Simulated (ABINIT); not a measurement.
# Quasiparticle gap of TaAgO3 (R3c) in ABINIT

Wanted: ground state, empty states, screening and self-energy for TaAgO3 (R3c).

Main program and level: ABINIT 10.8.3; LDA and many-body steps on it, plane waves.

**Experimental background.**

- Gap 3.36 eV: indirect optical gap from Kubelka-Munk plot; UV-Vis diffuse reflectance; powder (pristine, solid-state reaction at 900 C) (“Fabrication of ILs-Assisted AgTaO3 Nanoparticles for the Water Splitting Reaction: The Effect of ILs on Morphology and Photoactivity”, 2020, pmc:7559565).

### 1. Set-up

The structure is trigonal, space group R3c (No. 161). The conventional cell has a = 5.528 Å, b = 5.528 Å, c = 13.716 Å, α = 90.00°, β = 90.00°, γ = 120.00°. Ta has 6 O at 1.94 to 2.03 Å nearest. Nearest to Ag lie 3 O at 2.46 Å. Nearest to O lie 2 Ta at 1.94 to 2.03 Å and 1 Ag at 2.46 Å. Farther neighbours and most contacts between anions are not listed.

The cell and positions come from the Crystallography Open Database and are kept as given unless a step says otherwise. Spin-orbit coupling is left out unless a step names it.

### 2. Ground state

This step: ABINIT 10.8.3; DFT, LDA, plane waves, norm-conserving pseudopotentials.

The ground-state density comes first.

File run.abi:

```
acell 3*1.0 Angstrom
rprim 
  2.764050000011 1.595825011582 4.571966666692
  -2.764050000011 1.595825011582 4.571966666692
  -0.000000000000 -3.191650023098 4.571966666716
ntypat 3
znucl 73 47 8
natom 10
typat 1 1 2 2 3 3 3 3 3 3
xred 
  0.000000000000 0.000000000000 0.000000000000
  0.500000000000 0.500000000000 0.500000000000
  0.249200000000 0.249200000000 0.249200000000
  0.749200000000 0.749200000000 0.749200000000
  0.810800000000 0.700900000000 0.241300000000
  0.241300000000 0.810800000000 0.700900000000
  0.700900000000 0.241300000000 0.810800000000
  0.741300000000 0.200900000000 0.310800000000
  0.200900000000 0.310800000000 0.741300000000
  0.310800000000 0.741300000000 0.200900000000
pp_dirpath "pseudos"
pseudos "Ta.upf, Ag.upf, O.upf"
ecut 39
ngkpt 4 4 4
nshiftk 1
shiftk 0 0 0
kptopt 1
chksymbreak 0
nband 59
occopt 1
tolvrs 1e-08
nstep 60
prtwf 0
optforces 0
optstress 0
indata_prefix "in"
outdata_prefix "out"
tmpdata_prefix "tmp"
```

On the command line:

```bash
OMP_NUM_THREADS=1 mpirun -n 4 abinit run.abi > log
```

Numbers of over 12 decimals in the logs are rounded to 6 here.

What it wrote:

```text
.Version 10.8.3 of ABINIT. v10.8.2 released Aug 2026.

 Symmetries : space group R3 c (#161); Bravais hR (rhombohedral)
================================================================================
 Values of the parameters that define the memory need of the present run
     intxc =       0    ionmov =       0      iscf =       7    lmnmax =       8
     lnmax =       8     mgfft =      60  mpssoang =       4    mqgrid =    3001
     natom =      10  nloc_mem =       1    nspden =       1   nspinor =       1
    nsppol =       1      nsym =       6    n1xccc =    2501    ntypat =       3
    occopt =       1   xclevel =       1
-    mband =          59        mffmem =           1         mkmem =           4
       mpw =        9534          nfft =      216000          nkpt =          13
================================================================================
  Rough estimation (10% accuracy) of disk space for files :
================================================================================

--------------------------------------------------------------------------------
------------- Echo of variables that govern the present computation ------------
--------------------------------------------------------------------------------
 -outvars: echo values of preprocessed input variables --------
            acell      1.8897261259E+00  1.8897261259E+00  1.8897261259E+00 Bohr

      chksymbreak           0
             ecut      3.90000000E+01 Hartree
-          fftalg         312

              ixc       -1012
              kpt      0.00000000E+00  0.00000000E+00  0.00000000E+00
                       2.50000000E-01  0.00000000E+00  0.00000000E+00
                       5.00000000E-01  0.00000000E+00  0.00000000E+00
                       2.50000000E-01  2.50000000E-01  0.00000000E+00
                       5.00000000E-01  2.50000000E-01  0.00000000E+00
                      -2.50000000E-01  2.50000000E-01  0.00000000E+00
                       5.00000000E-01  5.00000000E-01  0.00000000E+00
                       2.50000000E-01  2.50000000E-01  2.50000000E-01
                       5.00000000E-01  2.50000000E-01  2.50000000E-01
                      -2.50000000E-01  2.50000000E-01  2.50000000E-01
                       5.00000000E-01  5.00000000E-01  2.50000000E-01
[...]
kptrlatt        4    0    0      0    4    0      0    0    4
          kptrlen      4.17863800E+01
P           mkmem           4
            natom          10
            nband          59
            ngfft          60      60      60
             nkpt          13
            nstep          60
             nsym           6
           ntypat           3
              occ      2.000000  2.000000  2.000000  2.000000  2.000000  2.000000
                       2.000000  2.000000  2.000000  2.000000  2.000000  2.000000
                       2.000000  2.000000  2.000000  2.000000  2.000000  2.000000
                       2.000000  2.000000  2.000000  2.000000  2.000000  2.000000
                       2.000000  2.000000  2.000000  2.000000  2.000000  2.000000
                       2.000000  2.000000  2.000000  2.000000  2.000000  2.000000
                       2.000000  2.000000  2.000000  2.000000  2.000000  2.000000
                       2.000000  2.000000  2.000000  2.000000  2.000000  2.000000
                       2.000000  2.000000  0.000000  0.000000  0.000000  0.000000
                       0.000000  0.000000  0.000000  0.000000  0.000000
        optforces           0
        optstress           0
            prtwf           0
            rprim      2.7640500000E+00  1.5958250116E+00  4.5719666667E+00
[...]
spgroup         161

           tolvrs      1.00000000E-08

             xred      0.0000000000E+00  0.0000000000E+00  0.0000000000E+00
[...]
znucl       73.00000   47.00000    8.00000

================================================================================

 chkinp: Checking input parameters for consistency.

================================================================================
== DATASET  1 ==================================================================
-   mpi_nproc: 4, omp_nthreads: 1 (-1 if OMP is not activated)

--- !DatasetInfo
iteration_state: {dtset: 1, }
dimensions: {natom: 10, nkpt: 13, mband: 59, nsppol: 1, nspinor: 1, nspden: 1, mpw: 9534, }
cutoff_energies: {ecut:  39.0, pawecutdg:  -1.0, }
electrons: {nelect:   1.00000000E+02, charge:   0.00000000E+00, occopt:   1.00000000E+00, tsmear:   1.00000000E-02, }

 Real(R)+Recip(G) space primitive vectors, cartesian coordinates (Bohr,Bohr^-1):
 R(1)=  5.2232975  3.0156722  8.6397649  G(1)=  0.0957250  0.0552668  0.0385813
 R(2)= -5.2232975  3.0156722  8.6397649  G(2)= -0.0957250  0.0552668  0.0385813
 R(3)=  0.0000000 -6.0313444  8.6397649  G(3)=  0.0000000 -0.1105337  0.0385813
 Unit cell volume ucvol=  8.1654866E+02 bohr^3
 Angles (23,13,12)=  5.94348581E+01  5.94348581E+01  5.94348581E+01 degrees

 getcut: wavevector=  0.0000  0.0000  0.0000  ngfft=  60  60  60
         ecut(hartree)=     39.000   => boxcut(ratio)=   2.02572

--- Pseudopotential description ------------------------------------------------
- Ta Generated using ONCVPSP code by D. R. Hamann
- 73.00000  13.00000  180309                  znucl, zion, pspdat
[...]
nproj     2     2     1     0
  pspatm : epsatm=    6.27558587
         --- l  ekb(1:nproj) -->
[...]
2   -1.033686
 pspatm: atomic psp has been read  and splines computed

   1.36462274E+04                                ecore*ucvol(ha*bohr**3)
--------------------------------------------------------------------------------

_setup2: Arith. and geom. avg. npw (full set) are    9497.922    9497.915

================================================================================

--- !BeginCycle
iteration_state: {dtset: 1, }
solver: {iscf: 7, nstep: 60, nline: 4, wfoptalg: 0, }
tolerances: {tolvrs: 1.00E-08, }

     iter   Etot(hartree)      deltaE(h)  residm     vres2
 ETOT  1  -537.08658276996    -5.371E+02 2.258E-01 9.965E+03
 ETOT  2  -536.29785525894     7.887E-01 3.823E-02 1.645E+04
 ETOT  3  -539.43462632438    -3.137E+00 1.741E-02 1.477E+03
 ETOT  4  -539.55692465452    -1.223E-01 1.406E-02 6.934E+02
 ETOT  5  -539.57383359559    -1.691E-02 4.567E-03 3.625E+02
 ETOT  6  -539.61163883112    -3.781E-02 5.348E-03 1.230E+01
 ETOT  7  -539.61239803822    -7.592E-04 1.236E-03 8.689E+00
 ETOT  8  -539.61337444518    -9.764E-04 2.257E-03 7.740E-03
 ETOT  9  -539.61337590250    -1.457E-06 1.250E-03 4.144E-03
 ETOT 10  -539.61337635386    -4.514E-07 1.409E-03 5.063E-06
 ETOT 11  -539.61337635578    -1.914E-09 6.582E-04 2.390E-07
 ETOT 12  -539.61337635582    -4.559E-11 6.037E-04 5.007E-09

 At SCF step   12       vres2   =  5.01E-09 < tolvrs=  1.00E-08 =>converged.

--- !ResultsGS
iteration_state: {dtset: 1, }
comment   : Summary of ground state results
lattice_vectors:
- [  5.2232975,   3.0156722,   8.6397649, ]
- [ -5.2232975,   3.0156722,   8.6397649, ]
- [ -0.0000000,  -6.0313444,   8.6397649, ]
lattice_lengths: [  10.53673,   10.53673,   10.53673, ]
lattice_angles: [ 59.435,  59.435,  59.435, ] # degrees, (23, 13, 12)
lattice_volume:   8.1654866E+02
convergence: {deltae: -4.559E-11, res2:  5.007E-09, residm:  6.037E-04, diffor:  0.000E+00, }
etotal    :  -5.39613376E+02
entropy   :   0.00000000E+00
fermie    :   2.41880863E-01
cartesian_stress_tensor: null
pressure_GPa: null
xred      :
- [  0.0000E+00,   0.0000E+00,   0.0000E+00, Ta]
- [  5.0000E-01,   5.0000E-01,   5.0000E-01, Ta]
- [  2.4920E-01,   2.4920E-01,   2.4920E-01, Ag]
- [  7.4920E-01,   7.4920E-01,   7.4920E-01, Ag]
- [  8.1080E-01,   7.0090E-01,   2.4130E-01,  O]
- [  2.4130E-01,   8.1080E-01,   7.0090E-01,  O]
- [  7.0090E-01,   2.4130E-01,   8.1080E-01,  O]
- [  7.4130E-01,   2.0090E-01,   3.1080E-01,  O]
- [  2.0090E-01,   3.1080E-01,   7.4130E-01,  O]
- [  3.1080E-01,   7.4130E-01,   2.0090E-01,  O]
cartesian_forces: null
force_length_stats: {min: null, max: null, mean: null, }

 Integrated electronic density in atomic spheres:
 ------------------------------------------------
 Atom  Sphere_radius  Integrated_density
[...]
================================================================================

 ----iterations are completed or convergence reached----

 Mean square residual over all n,k,spin=   12.226E-07; max=  60.373E-05
 reduced coordinates (array xred) for   10 atoms
[...]
0.700900000000      0.241300000000      0.810800000000
       0.741300000000      0.200900000000      0.310800000000
       0.200900000000      0.310800000000      0.741300000000
       0.310800000000      0.741300000000      0.200900000000
 rms dE/dt=  0.0000E+00; max dE/dt=  0.0000E+00; dE/dt below (all hartree)
    1       0.000000000000      0.000000000000      0.000000000000
    2       0.000000000000      0.000000000000      0.000000000000
    3       0.000000000000      0.000000000000      0.000000000000
    4       0.000000000000      0.000000000000      0.000000000000
    5       0.000000000000      0.000000000000      0.000000000000
    6       0.000000000000      0.000000000000      0.000000000000
    7       0.000000000000      0.000000000000      0.000000000000
    8       0.000000000000      0.000000000000      0.000000000000
    9       0.000000000000      0.000000000000      0.000000000000
   10       0.000000000000      0.000000000000      0.000000000000

 cartesian coordinates (angstrom) at end:
[...]
6     -1.574126    -0.558060     8.014658
    7      1.270357    -1.084204     8.014658
    8      1.493693     0.511621     5.728674
    9     -0.303769    -1.549387     5.728674
   10     -1.189924     1.037765     5.728674
 length scales=  1.889726125908  1.889726125908  1.889726125908 bohr
              =  1.000000000000  1.000000000000  1.000000000000 angstroms
 prteigrs : about to open file out_EIG
 Fermi (or HOMO) energy (hartree) =   0.24188   Average Vxc (hartree)=  -0.45838
 Eigenvalues (hartree) for nkpt=  13  k points:
 kpt#   1, nband= 59, wtk=  0.01563, kpt=  0.0000  0.0000  0.0000 (reduced coord)
  -3.02051   -3.02051   -2.25401   -2.25393   -1.68312   -1.68308   -1.68301   -1.68301
  -1.68296   -1.68296   -1.02727   -1.02727   -1.02702   -1.02395   -1.02395   -1.02363
  -0.41899   -0.38630   -0.38630   -0.34894   -0.34894   -0.34879    0.02132    0.02285
   0.02285    0.04161    0.04161    0.04456    0.11662    0.11662    0.12229    0.16118
   0.16350    0.16350    0.16494    0.16936    0.16936    0.18237    0.18237    0.18681
   0.18681    0.19338    0.19451    0.19668    0.19668    0.21346    0.21346    0.22164
   0.23602    0.23602    0.31718    0.32180    0.32180    0.32385    0.38887    0.44256
   0.44256    0.46033    0.50270
 prteigrs : prtvol=0 or 1, do not print more k-points.

--- !EnergyTerms
iteration_state     : {dtset: 1, }
comment             : Components of total free energy in Hartree
kinetic             :  2.06750323007215E+02
hartree             :  1.19316808327095E+02
xc                  : -1.00097572363099E+02
Ewald energy        : -3.74030055457853E+02
psp_core            :  1.67120811129373E+01
local_psp           : -3.96385503624749E+02
non_local_psp       : -1.18794573573708E+01
total_energy        : -5.39613376355824E+02
total_energy_eV     : -1.46836280075163E+04
band_energy         : -4.98657908449653E+01

== END DATASET(S) ==============================================================
================================================================================

 -outvars: echo values of variables after computation  --------
           etotal     -5.3961337636E+02
            nband          59
             nkpt          13
          spgroup         161
 [... the other variables as echoed above ...]

 Calculation completed.
```

The job ended after 3.2 min (4 MPI ranks of Arm Neoverse V1, shared host; peak memory 0.59 GiB).

Numbers from this step:

| Property | Result |
| --- | --- |
| total energy | -14683.6280 eV |
| gap | 1.976 eV |
| k of the valence top | -0.25, 0.25, 0.25 |
| k of the conduction bottom | 0.5, 0.5, 0 |
| least direct gap | 2.048 eV |

The gap is indirect, with the least direct gap 0.07 eV higher.

(Part 1 of 3 ends here.)

[Paths, hosts, dates, memory and timing lines, banners, echoed tables and standing remarks are left out of the program output.]

[Logs are printed without paths, hosts, clocks, repeated set-up lines and the standing remarks that a program may print on its own settings, such as how far it seeks lower states.]

[Runs of the session that timed out or met a known fault of the program may be left out.]

[Hosts, paths, dates, database ids (printed as entryN), source tags and the programs' standing remarks are cut or masked in the printed files.]

[G0W0 gaps are taken among the corrected bands and points alone; a level outside them can change the order at an edge.]

[Where Ansatz stands beside ABINIT at settings called matched, ABINIT's density can come from a denser mesh and the files from another edition; pairs whose starting gaps differed by over 0.03 eV were left out, so agreement reads better than it is.]
